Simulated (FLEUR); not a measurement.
**free Fe(110) film, 1 layer: parallel and opposed starts**

The cell holds 1 atom: 1 Fe. Its edges and angles: a = 2.482 Å, b = 2.482 Å, c = 14.000 Å, α = 90.0°, β = 90.0°, γ = 109.5°. layers at typed spacings, unrelaxed. Vacuum lies along c.

| Property | Result |
| --- | --- |
| method | PBE; all-electron FLAPW film, Dirac cores, scalar-relativistic bands (and 1 further level or step) |
| program | FLEUR MaX-R8.1 |
| settings of one run | kmax 3.68 1/bohr, gmax 11 1/bohr, muffin tin radii Fe: 2.23 bohr, lmax Fe: [8, 6], hist occupations, smearing width 0.05 eV, mixer Anderson, mixing 0.03, max iterations 120, stop 2.00e-5 me/bohr³, film mode on, collinear spin, 16×16×1 k-mesh, mesh matched on, starting moments 2.8 μB |
| cost | 4 runs, 4.1 min in all on 4 MPI ranks of Arm Neoverse N1, shared host (the runs of this entry) |
| notes | The run is spin-polarised, with a total moment of 2.91 μB a cell. This is the lowest of 3 finished starts, no proof of the ground state. |
| lowest state found | ferromagnetic (initial ferro +) |
| largest site spin moment | 2.87 μB |
| next finished state | antiferromagnetic, 297 meV a seeded atom higher |
| energy gained by spin polarisation | 984 meV a seeded atom |
| hyperfine field at Fe1, along its moment | -4.11 T |
| orbital moment on the atom of largest spin, along its spin (spin–orbit run) | 0.0701 μB |

The lowest state found is ferromagnetic, reached from the start ferro +, with moments up to 2.87 μB. The next finished state costs 297 meV a seeded atom.

[Hosts, paths, dates, database ids (printed as entryN), source tags and the programs' standing remarks are cut or masked in the printed files.]

[Where a cell is said to come from a database of computed structures, the database is the Materials Project.]
